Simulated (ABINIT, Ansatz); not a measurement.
Planning a run of ABINIT 10.8.3 on PtSe2 (P-3m1). The input:

```
acell 3*1.0 Angstrom
rprim 
  3.717306547987 0.000000000003 0.000000000000
  -1.858653273996 3.219281904210 0.000000000000
  0.000000000000 0.000000000000 5.820074020000
ntypat 2
znucl 78 34
natom 3
typat 1 2 2
xred 
  0.000000000000 0.000000000000 0.000000000000
  0.666666666667 0.333333333333 0.774611840000
  0.333333333333 0.666666666667 0.225388160000
pp_dirpath "pseudos"
pseudos "Pt.upf, Se.upf"
ecut 48
ngkpt 3 3 2
nshiftk 1
shiftk 0 0 0
kptopt 1
chksymbreak 0
istwfk *1
occopt 1
irdwfk 1
optdriver 3
nband 215
ecuteps 6.5
inclvkb 2
awtr 1
symchi 1
gwcalctyp 2
nfreqre 16
freqremax 40 eV
nfreqim 8
spmeth 0
indata_prefix "in"
outdata_prefix "out"
tmpdata_prefix "tmp"
```

```sh
OMP_NUM_THREADS=1 mpirun -n 8 abinit run.abi > log
```

Question: Estimate wall time and host memory on 8 MPI ranks of Arm Neoverse V2, shared host.

It took 5.4 min; on shared hardware allow 2.7 min to 11 min. Peak host memory was 2.8 GiB.

[Paths, hosts, dates, memory and timing lines, banners, echoed tables and standing remarks are left out of the program output.]

[Logs are printed without paths, hosts, clocks, repeated set-up lines and the standing remarks that a program may print on its own settings, such as how far it seeks lower states.]

[Runs of the session that timed out or met a known fault of the program may be left out.]

[Hosts, paths, dates, database ids (printed as entryN), source tags and the programs' standing remarks are cut or masked in the printed files.]

[G0W0 gaps are taken among the corrected bands and points alone; a level outside them can change the order at an edge.]

[Where Ansatz stands beside ABINIT at settings called matched, ABINIT's density can come from a denser mesh and the files from another edition; pairs whose starting gaps differed by over 0.03 eV were left out, so agreement reads better than it is.]
